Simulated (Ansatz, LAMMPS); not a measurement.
# Binding curve of amorphous film on crystalline Si with 5 % C on Si sites, (110) (192 atoms)

The cell holds 192 atoms: 182 Si and 10 C. Cell: a = 10.864 Å, b = 15.364 Å, c = 35.661 Å, α = 90.0°, β = 90.0°, γ = 90.0°. It derives from Si and C (diamond Si). The starting structure: A 2 x 2 x 3 block of diamond Si (a = 5.432 Å), 5 % of Si replaced at random by C with its (110) planes normal to z; the lower 33 % held fixed, the rest melted at 3500 K for 10 ps and cooled to 500 K at 100 K/ps with the Tersoff potential (Tersoff, Phys. Rev. B 39, 5566 (1989)); then all atoms free for 10 ps at 500 K, under 12 Å of vacuum. Regions: crystal, 64 atoms (62 Si and 2 C); amorphous, 128 atoms (120 Si and 8 C). Vacuum lies along c.

Calculated with Ansatz 0.2.0: Kohn-Sham DFT, PBE, PAW (set soft_2), plane waves; cutoff 420 eV, Γ point, gaussian smearing of 0.05 eV. The upper part is moved rigidly along the normal by z from its relaxed place. Energies are the whole cell less its two frozen parts, over the face of 166.9 Å².

| shift z (Å) | interaction energy (meV/Å²) |
| --- | --- |
| -0.3 | -171.5 |
| +0.0 | -205.2 |
| +0.3 | -186.4 |
| +0.8 | -120.9 |
| +1.6 | ? |
| +3.0 | -2.444 |

**Question.** Fit the universal binding curve to the rows given and interpolate to the withheld row.

Worked fit:

The universal binding curve is E(z) = −D (1 + z/l) exp(−z/l), whose curvature at z = 0 is D/l². The depth is D = 205.2 meV/Å². The three points about zero give the curvature [E(+0.3) + E(−0.3) − 2E(0)] / 0.3² = 584.5 meV/Å⁴, so l = √(D / curvature) = 0.593 Å. At z = 1.6 Å, z/l = 2.700.

Prediction at +1.6: -51.03 meV/Å². The run gave -37.09 meV/Å², so the fit is low by 14 meV/Å² (38 % of the value).

At the last row, z = 3 Å, the curve gives -7.87 against -2.44 meV/Å² computed. Among the rows given, the largest miss of the fit is at +3.0, by 5.4 meV/Å² (2.7 % of the range of the table).

Limits: The parts are rigid, and they also feel their periodic images through the vacuum. The functional has no dispersion term, so long-range attraction between the parts is missing. Only the Γ point is sampled, in a cell whose shortest periodic width is 11 Å.

[Hosts, paths, dates, database ids (printed as entryN), source tags and the programs' standing remarks are cut or masked in the printed files.]
